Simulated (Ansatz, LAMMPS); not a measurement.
# Relaxing a frame of liquid hydrogen fluoride from 273 K (98 atoms), part 3 of 3

Wanted: the relaxed structure of a frame of liquid hydrogen fluoride from 273 K (98 atoms) and its electronic structure.

Ansatz 0.2.0; Kohn-Sham DFT, PBE, PAW (set soft_2), plane waves.

The cell: 49 F and 49 H. The starting topology of bonds comes from the classical model. Only the Γ point is sampled, in a cell whose shortest periodic width is 12 Å.

So far, density (g/cm³): step 5 (structure statistics after relaxation) 1.00.

## Step 6: Single point at the relaxed geometry

The electronic structure is read at the final geometry, in a run of its own.

Contents of input.yaml:

```yaml
crystal:
  lattice:
    - [11.75571, 0.0, 0.0]
    - [0.0, 11.75571, 0.0]
    - [0.0, 0.0, 11.75571]
  atoms:
    - { symbol: F, position: [0.91192, 0.68187, 0.31186] }
    - { symbol: H, position: [0.89408, 0.70292, 0.39113] }
    - { symbol: F, position: [0.22432, 0.06138, 0.70981] }
    - { symbol: H, position: [0.17337, 0.05779, 0.64264] }
    - { symbol: F, position: [0.1507, 0.58643, 0.40687] }
    - { symbol: H, position: [0.14119, 0.57155, 0.32398] }
    - { symbol: F, position: [0.33362, 0.43107, 0.31742] }
    - { symbol: H, position: [0.39119, 0.40399, 0.26222] }
    - { symbol: F, position: [0.69122, 0.30725, 0.50508] }
    - { symbol: H, position: [0.64328, 0.36943, 0.47479] }
    - { symbol: F, position: [0.94598, 0.52181, 0.01324] }
    - { symbol: H, position: [0.98948, 0.56601, 0.95578] }
    - { symbol: F, position: [0.07914, 0.2738, 0.97908] }
    - { symbol: H, position: [0.01593, 0.21829, 0.9765] }
    - { symbol: F, position: [0.91013, 0.87789, 0.72259] }
    - { symbol: H, position: [0.98552, 0.85162, 0.69459] }
    - { symbol: F, position: [0.86699, 0.37262, 0.77731] }
    - { symbol: H, position: [0.92354, 0.35075, 0.7184] }
    - { symbol: F, position: [0.70295, 0.97101, 0.39447] }
    - { symbol: H, position: [0.66651, 0.03368, 0.43767] }
    - { symbol: F, position: [0.13466, 0.3452, 0.16481] }
    - { symbol: H, position: [0.10969, 0.31629, 0.08973] }
    - { symbol: F, position: [0.05271, 0.1066, 0.21168] }
    - { symbol: H, position: [0.04806, 0.02282, 0.20227] }
    - { symbol: F, position: [0.09569, 0.04475, 0.54966] }
    - { symbol: H, position: [0.09175, 0.10374, 0.48886] }
    - { symbol: F, position: [0.66708, 0.63875, 0.40173] }
    - { symbol: H, position: [0.62656, 0.70961, 0.37843] }
    - { symbol: F, position: [0.50677, 0.11148, 0.25654] }
    - { symbol: H, position: [0.50473, 0.11015, 0.17208] }
    - { symbol: F, position: [0.47011, 0.36549, 0.17702] }
    - { symbol: H, position: [0.53869, 0.41349, 0.1672] }
    - { symbol: F, position: [0.88096, 0.74128, 0.50839] }
    - { symbol: H, position: [0.83237, 0.70115, 0.5643] }
    - { symbol: F, position: [0.34217, 0.0545, 0.36688] }
    - { symbol: H, position: [0.40745, 0.07687, 0.31832] }
    - { symbol: F, position: [0.57172, 0.45801, 0.42854] }
    - { symbol: H, position: [0.60852, 0.53295, 0.41694] }
    - { symbol: F, position: [0.68722, 0.27079, 0.78621] }
    - { symbol: H, position: [0.76059, 0.31185, 0.78019] }
    - { symbol: F, position: [0.14261, 0.78216, 0.46923] }
    - { symbol: H, position: [0.14657, 0.70212, 0.4419] }
    - { symbol: F, position: [0.38493, 0.89202, 0.15169] }
    - { symbol: H, position: [0.43335, 0.85255, 0.09422] }
    - { symbol: F, position: [0.21453, 0.79753, 0.21781] }
    - { symbol: H, position: [0.28507, 0.83405, 0.18918] }
    - { symbol: F, position: [0.78065, 0.75124, 0.16754] }
    - { symbol: H, position: [0.83564, 0.72403, 0.22525] }
    - { symbol: F, position: [0.09681, 0.81262, 0.66642] }
    - { symbol: H, position: [0.11368, 0.79828, 0.58429] }
    - { symbol: F, position: [0.17064, 0.78243, 0.94144] }
    - { symbol: H, position: [0.15826, 0.85935, 0.91022] }
    - { symbol: F, position: [0.63742, 0.4854, 0.16074] }
    - { symbol: H, position: [0.67975, 0.48922, 0.08795] }
    - { symbol: F, position: [0.76663, 0.64233, 0.64994] }
    - { symbol: H, position: [0.74435, 0.68497, 0.71892] }
    - { symbol: F, position: [0.32607, 0.34677, 0.50607] }
    - { symbol: H, position: [0.33087, 0.38067, 0.42914] }
    - { symbol: F, position: [0.59803, 0.27599, 0.97144] }
    - { symbol: H, position: [0.63554, 0.27346, 0.8956] }
    - { symbol: F, position: [0.84091, 0.77814, 0.97131] }
    - { symbol: H, position: [0.81751, 0.76776, 0.05151] }
    - { symbol: F, position: [0.0404, 0.90249, 0.18596] }
    - { symbol: H, position: [0.11255, 0.86004, 0.19831] }
    - { symbol: F, position: [0.18244, 0.42325, 0.63333] }
    - { symbol: H, position: [0.24033, 0.39381, 0.57952] }
    - { symbol: F, position: [0.50734, 0.10793, 0.05007] }
    - { symbol: H, position: [0.54412, 0.17559, 0.01575] }
    - { symbol: F, position: [0.05284, 0.62652, 0.87147] }
    - { symbol: H, position: [0.09949, 0.69094, 0.8988] }
    - { symbol: F, position: [0.38858, 0.92239, 0.51877] }
    - { symbol: H, position: [0.37185, 0.97818, 0.45793] }
    - { symbol: F, position: [0.41873, 0.82044, 0.82635] }
    - { symbol: H, position: [0.4514, 0.87741, 0.77287] }
    - { symbol: F, position: [0.89483, 0.07784, 0.77204] }
    - { symbol: H, position: [0.90255, 0.99631, 0.75232] }
    - { symbol: F, position: [0.50297, 0.7986, 0.01238] }
    - { symbol: H, position: [0.47185, 0.80771, 0.9342] }
    [... 14 atom lines left out ...]
    - { symbol: F, position: [0.0056, 0.3183, 0.63505] }
    - { symbol: H, position: [0.07804, 0.36209, 0.63416] }
    - { symbol: F, position: [0.57709, 0.8147, 0.34776] }
    - { symbol: H, position: [0.62772, 0.88006, 0.36574] }
    - { symbol: F, position: [0.92225, 0.13895, 0.9678] }
    - { symbol: H, position: [0.91196, 0.11003, 0.88952] }
kpoints:
  mp_grid: { grid: [1, 1, 1] }
hamiltonian:
  xc: pbe
scf:
  occupations: { method: fermi_dirac, width: 0.025 }
output:
  forces: true
  stress: true
  populations: true
  dos:
    method: { smearing: { sigma: 0.08 } }
    de: 0.1
    projected: { site_lists: { F: [F], H: [H] } }
  eigenvalues: true
  write_density: true
  write_potential: true
  volumetric_format: npy
  elf: true
```

The run is started by

```
> ansatz run input.yaml --threads 4 --pin off --max-ram 8192MiB --backend cpu --events-out ev --progress --plain --runs-dir out
```

Numbers of over 12 decimals in the logs are rounded to 6 here.

The log of the run:

```text
[...]
Crystal: 98 atoms, lattice volume = 1624.601 Å³
Basis set: ecut = 420 eV, 31559 PW (Γ), exchange–correlation on 160×160×160 points (8 copies of the dense FFT grid, shifted against one another)
Bands: 294, of which v1, the nominal top of the filled ones, is band 196 counted from 1 (195 counted from 0)
Symmetry: 1 space group operations
[...]
k-points: 1
[...]
SCF iter   1: F=—  HF=-40406.331836 eV  |F-HF|=—  |Δ(HF+E_count)|=         —  Δρ=3.21e-3  dr2=9.25e-2  ethr=1.77e-3  ⟨swp⟩=6.0  Hψ=1217  notcnv=0  defer=40
[...]
SCF iter   7: F=-40406.274345 eV  HF=-40406.274345 eV  |F-HF|=1.32e-8  |Δ(HF+E_count)|=   6.00e-8  Δρ=2.88e-6  dr2=4.31e-8  ethr=2.55e-11  ⟨swp⟩=23.0  Hψ=2796  notcnv=0
SCF 1 converged in 7 iterations: F = -40406.274345 eV  dr2 = 4.31e-8
[...]
WARN: The output density's exchange-correlation potential varies sharply where the density is thin. Do not read a vacuum level from v_tot or v_xc, or from such a field of the output density. On a cell that repeats whose density bears no net charge and no dipole along the vacuum's axis use v_es (v_loc + v_h of the components); [...]
SCF converged after 7 iterations
Free energy (F): -40406.274345 eV
[...]
Internal energy: -40406.274345 eV  (E = F + TS)
E sigma→0 (E₀):  -40406.274345 eV
Fermi energy:    -2.694682 eV
[...]
--- Forces (eV/Å), atoms counted from 1 ---
  atom   1  F     -0.00156850     0.00067295     0.00298198
  atom   2  H      0.00019740    -0.00005376    -0.00112161
  atom   3  F     -0.00049675    -0.00044531     0.00100524
  atom   4  H      0.00012662    -0.00004625     0.00038290
  atom   5  F      0.00008612    -0.00036034    -0.00053073
  atom   6  H      0.00000778     0.00020571    -0.00084852
  atom   7  F     -0.00123136     0.00053931     0.00189293
  atom   8  H      0.00100590    -0.00048126    -0.00162779
  atom   9  F     -0.00057459     0.00222868    -0.00193532
  atom  10  H      0.00341327    -0.00450755     0.00117795
  atom  11  F      0.00074026     0.00005105    -0.00049529
  atom  12  H      0.00010840    -0.00031128     0.00040040
  atom  13  F      0.00179988     0.00103376     0.00099002
  atom  14  H     -0.00199397    -0.00197309    -0.00005481
[...]
atom  97  F      0.00069262    -0.00007506     0.00004636
  atom  98  H     -0.00015180    -0.00000779    -0.00027108
  max |Σ_I F_I| component: 5.98e-5 eV/Å
--- Stress (GPa, compression-positive) ---
        0.031999      -0.013686       0.015442
       -0.013686      -0.010181       0.000244
        0.015442       0.000243      -0.043831
  P = ⅓ Tr σ = -0.0073 GPa (-0.073 kbar)
--- Band table (eV) ---
[...]
--- Löwdin populations: 98 sites ---
  site symbol       q [e]
     0      F      7.4214
     1      H      0.5224
     2      F      7.4233
[...]
97      H      0.5237
  spilling = 0.006492 (of n_electrons = 392.000000)
```

Elapsed: 6.9 s, on 4 threads of Intel Xeon 6975P-C (Granite Rapids), shared host; peak memory 1.6 GiB.

The program notes that the exchange-correlation potential is rough where the density is thin.

Read from the output:

- free energy: -40406.2743 eV
- free energy per atom: -412.3089 eV/atom
- SCF cycles: 7
- pressure: -0.007338 GPa
- r.m.s. force component: 0.00164 eV/Å
- longest force: 0.00884 eV/Å
- Fermi energy: -2.695 eV
- gap (highest filled to lowest empty level): 7.74 eV
- spilling of the projection: 0.006492

Löwdin charges by element (they lack the spilled electrons, 0.026 e an atom on average):

```
element  coordination  atoms  mean charge (e)  spread   least    most
      F           all     49           -0.425  0.0035  -0.431  -0.418
      H           all     49            0.477  0.0019   0.472   0.481
```

Density of states as counts of states in windows of 1 eV (from the Fermi level), total and the larger projections:

```
from (eV)  to (eV)  total    F p  H s
      -10       -9   36.5   27.3  7.2
       -9       -8   19.2   15.0  2.7
       -8       -7   26.3   21.8  2.3
       -7       -6   16.0   13.7  0.9
       -6       -5    4.3    4.2  0.0
       -5       -4  184.1  183.1  0.3
       -4       -3    7.6    7.6  0.0
       -3        3    0.0    0.0  0.0
        3        4    2.0    0.1  1.2
        4        5    0.5    0.0  0.3
```

The curve was stored every 0.10 eV, coarse against its broadening of 0.08 eV, so these counts are rough.

Between -26 and -10 eV lie 98 more states.

The levels nearest the highest filled one (over half full), pooled over k-points and spins:

```csv
level less the highest filled one (eV),occupation
-0.152,2
-0.139,2
-0.135,2
-0.0898,2
-0.0772,2
0,2
7.74,0
8.93,0
9.01,0
9.04,0
9.09,0
9.13,0
```

Electrostatic potential energy in the bc plane at fractional x = 0.126, with atoms of H and F within 0.2 Å of it. With pseudopotentials it is smooth inside the atoms' cores, unlike the true potential.

Values in eV, 13 rows by 16 columns, each cell a mean:
```
  1   3   3   1 -12   1   3   3   3   2   0  -4 -18  -8  -2  -4
-19   3   3   3   4   4   4   4   4   2  -4 -10  -3  -5  -6 -35
 -4   2   3   3   3   3   3   4   4   4   3   2   3   2   2  -5
  0   1   3   3   3   2   2   3   4   4   4   4  -3  -7   2   2
 -2  -2   2   3   2  -2  -8  -2   4   4   3   2 -18 -25   2   2
-24 -16   1   3   2   1   0   2   4   3   3   1 -15 -10   2   2
 -7 -12  -3   2   3   3   3   3   3   1   0 -10 -31 -11   3   3
  2   0 -11 -15   3   4   3   3  -5 -35 -10 -14 -15  -2   4   3
  2   1  -4  -3   3   4   3   2  -5 -25  -1   2   3   3   3   3
  2   1   1   2   3   2   2  -1 -15 -13   2   3   2  -2  -1   2
  1   2   3   3  -3 -32 -16 -25 -31 -20   3   3   1 -15 -10   1
  3   3   3   3  -7 -29  -5   0   2   3   4   4   3   2   2   3
  3   3   3   2  -7  -4   2   3   3   3   3   3   3   3   3   3
```
Columns run along b (11.8 Å; values clipped at the 3rd and 97th percentile), rows up along c (11.8 Å). Atoms in or near the plane, at fractional coordinates: H at (0.57, 0.32), F at (0.35, 0.16), H at (0.32, 0.09), F at (0.78, 0.47), H at (0.80, 0.58), H at (0.86, 0.20), F at (0.98, 0.88), F at (0.55, 0.21), H at (0.47, 0.19).

ELF in the bc plane at fractional x = 0.126, with atoms of H and F within 0.2 Å of it. It is the smooth field of the valence electrons, not physical close to the nuclei.

Values, 13 rows by 16 columns, each cell a mean:
```
0.52 0.10 0.06 0.57 0.79 0.51 0.06 0.00 0.05 0.19 0.18 0.35 0.79 0.61 0.18 0.50
0.74 0.22 0.01 0.16 0.33 0.18 0.02 0.01 0.20 0.55 0.55 0.32 0.46 0.37 0.45 0.73
0.37 0.06 0.02 0.00 0.00 0.00 0.00 0.00 0.07 0.32 0.25 0.04 0.04 0.04 0.17 0.47
0.13 0.20 0.07 0.00 0.01 0.03 0.17 0.18 0.04 0.01 0.01 0.18 0.63 0.65 0.23 0.02
0.21 0.22 0.04 0.00 0.04 0.16 0.61 0.64 0.24 0.01 0.01 0.25 0.71 0.76 0.38 0.03
0.76 0.69 0.19 0.00 0.01 0.07 0.37 0.43 0.11 0.01 0.01 0.10 0.48 0.38 0.05 0.34
0.62 0.57 0.25 0.23 0.06 0.00 0.02 0.03 0.26 0.43 0.17 0.54 0.73 0.64 0.09 0.29
0.05 0.17 0.69 0.79 0.42 0.03 0.00 0.12 0.66 0.77 0.57 0.48 0.66 0.61 0.11 0.02
0.01 0.09 0.45 0.49 0.19 0.01 0.00 0.03 0.34 0.70 0.30 0.03 0.06 0.04 0.01 0.00
0.10 0.38 0.27 0.03 0.15 0.37 0.15 0.25 0.60 0.55 0.10 0.03 0.16 0.14 0.15 0.06
0.12 0.55 0.50 0.04 0.56 0.72 0.63 0.62 0.71 0.77 0.25 0.05 0.20 0.35 0.49 0.18
0.02 0.13 0.09 0.02 0.39 0.74 0.47 0.10 0.27 0.35 0.07 0.01 0.02 0.04 0.12 0.08
0.02 0.00 0.05 0.41 0.56 0.30 0.04 0.00 0.00 0.00 0.00 0.12 0.39 0.21 0.01 0.01
```
Columns run along b (11.8 Å), rows up along c (11.8 Å). Atoms in or near the plane, at fractional coordinates: H at (0.57, 0.32), F at (0.35, 0.16), H at (0.32, 0.09), F at (0.78, 0.47), H at (0.80, 0.58), H at (0.86, 0.20), F at (0.98, 0.88), F at (0.55, 0.21), H at (0.47, 0.19).

Mean Löwdin charges: F -0.43, H +0.48 e (they miss 0.65 % of the electrons, so they add up to more than the cell's charge). The largest share in the top eV of filled states is F p (100 % of the projected weight), and in the lowest eV of empty states H s (79 % of the projected weight).

A closer look about H68, picked at random: 15 atoms, nearest first, numbered in the order of the input, with positions taken from that point.

```csv
atom,x,y,z,distance (Å),Löwdin charge (e)
H68,0.00,0.00,0.00,0.00,0.48
F67,-0.43,-0.80,0.40,0.99,-0.43
F59,0.63,1.18,-0.52,1.44,-0.43
H30,-0.46,-0.77,1.84,2.05,0.48
H60,1.07,1.15,-1.41,2.12,0.48
F29,-0.44,-0.75,2.83,2.96,-0.43
F31,-0.87,2.23,1.90,3.06,-0.43
H32,-0.06,2.80,1.78,3.32,0.48
F39,1.68,1.12,-2.70,3.37,-0.42
H36,-1.61,-1.16,3.56,4.07,0.48
H40,2.54,1.60,-2.77,4.09,0.48
H54,1.59,3.69,0.85,4.11,0.48
H44,-1.30,-3.80,0.92,4.12,0.48
F43,-1.87,-3.33,1.60,4.14,-0.43
F53,1.10,3.64,1.70,4.17,-0.43
```

## Step 7: Summary of results

```yaml
energy_change_in_the_relaxation: -94.78 meV/atom
r_m_s_displacement: 1.404 Å
largest_displacement: 2.4 Å
free_energy_per_atom: -412.3089 eV/atom
pressure: -0.007338 GPa
r_m_s_force_component: 0.00164 eV/Å
spacing_of_highest_filled_and_lowest_empty_level: 7.74 eV
wall_time_of_the_3_dft_runs: 3.5 min
```

In words: Relaxation lowers the energy by 94.8 meV/atom and moves atoms by 1.4 Å r.m.s.; the r.m.s. force component goes from 0.69 to 0.0016 eV/Å, the pressure goes from 3.3 to -0.0073 GPa, and the gap from 7.10 to 7.74 eV. First to last step the energy falls by 9.289 eV; the largest move, 2.40 Å, is that of F93. The highest filled and lowest empty levels differ by 7.74 eV (at Γ alone); a semilocal functional tends to put such gaps too low. In a disordered cell it changes from sample to sample and from frame to frame.

**Limits.** The network of bonds at the start is that of the classical potential that made the cell; in DFT atoms moved by 1.4 Å r.m.s.

[Logs are printed without paths, hosts, clocks, repeated set-up lines and the standing remarks that a program may print on its own settings, such as how far it seeks lower states.]

[Hosts, paths, dates, database ids (printed as entryN), source tags and the programs' standing remarks are cut or masked in the printed files.]
